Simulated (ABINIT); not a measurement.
An input for ABINIT 10.8.3 (AgCl (Fm-3m)):

```
acell 3*1.0 Angstrom
rprim 
  0.000000000000 2.772662996800 2.772662996800
  2.772662996800 0.000000000000 2.772662996800
  2.772662996800 2.772662996800 0.000000000000
ntypat 2
znucl 47 17
natom 2
typat 1 2
xred 
  0.000000000000 0.000000000000 0.000000000000
  0.500000000000 0.500000000000 0.500000000000
pp_dirpath "pseudos"
pseudos "Ag.upf, Cl.upf"
ecut 37
ngkpt 4 4 4
nshiftk 1
shiftk 0 0 0
kptopt 1
chksymbreak 0
istwfk *1
occopt 1
irdwfk 1
optdriver 3
nband 124
ecuteps 6
inclvkb 2
awtr 1
symchi 1
irdqps 1
gwcalctyp 10
nqptdm 7
qptdm 
  0.2500000000 0.0000000000 0.0000000000
  0.5000000000 0.0000000000 0.0000000000
  0.2500000000 0.2500000000 0.0000000000
  0.5000000000 0.2500000000 0.0000000000
  -0.2500000000 0.2500000000 0.0000000000
  0.5000000000 0.5000000000 0.0000000000
  -0.2500000000 0.5000000000 0.2500000000
indata_prefix "in"
outdata_prefix "out"
tmpdata_prefix "tmp"
```

```sh
OMP_NUM_THREADS=1 mpirun -n 8 abinit run.abi > log; mrgscr < mrgscr.stdin
```

**Question.** How long will it take on 8 MPI ranks of Arm Neoverse V1, shared host, and how much memory?

It took 17 s; on shared hardware allow 8.7 s to 35 s. Peak host memory was 1.4 GiB.

[Paths, hosts, dates, memory and timing lines, banners, echoed tables and standing remarks are left out of the program output.]

[Logs are printed without paths, hosts, clocks, repeated set-up lines and the standing remarks that a program may print on its own settings, such as how far it seeks lower states.]

[Runs of the session that timed out or met a known fault of the program may be left out.]

[Hosts, paths, dates, database ids (printed as entryN), source tags and the programs' standing remarks are cut or masked in the printed files.]

[G0W0 gaps are taken among the corrected bands and points alone; a level outside them can change the order at an edge.]

[Where Ansatz stands beside ABINIT at settings called matched, ABINIT's density can come from a denser mesh and the files from another edition; pairs whose starting gaps differed by over 0.03 eV were left out, so agreement reads better than it is.]
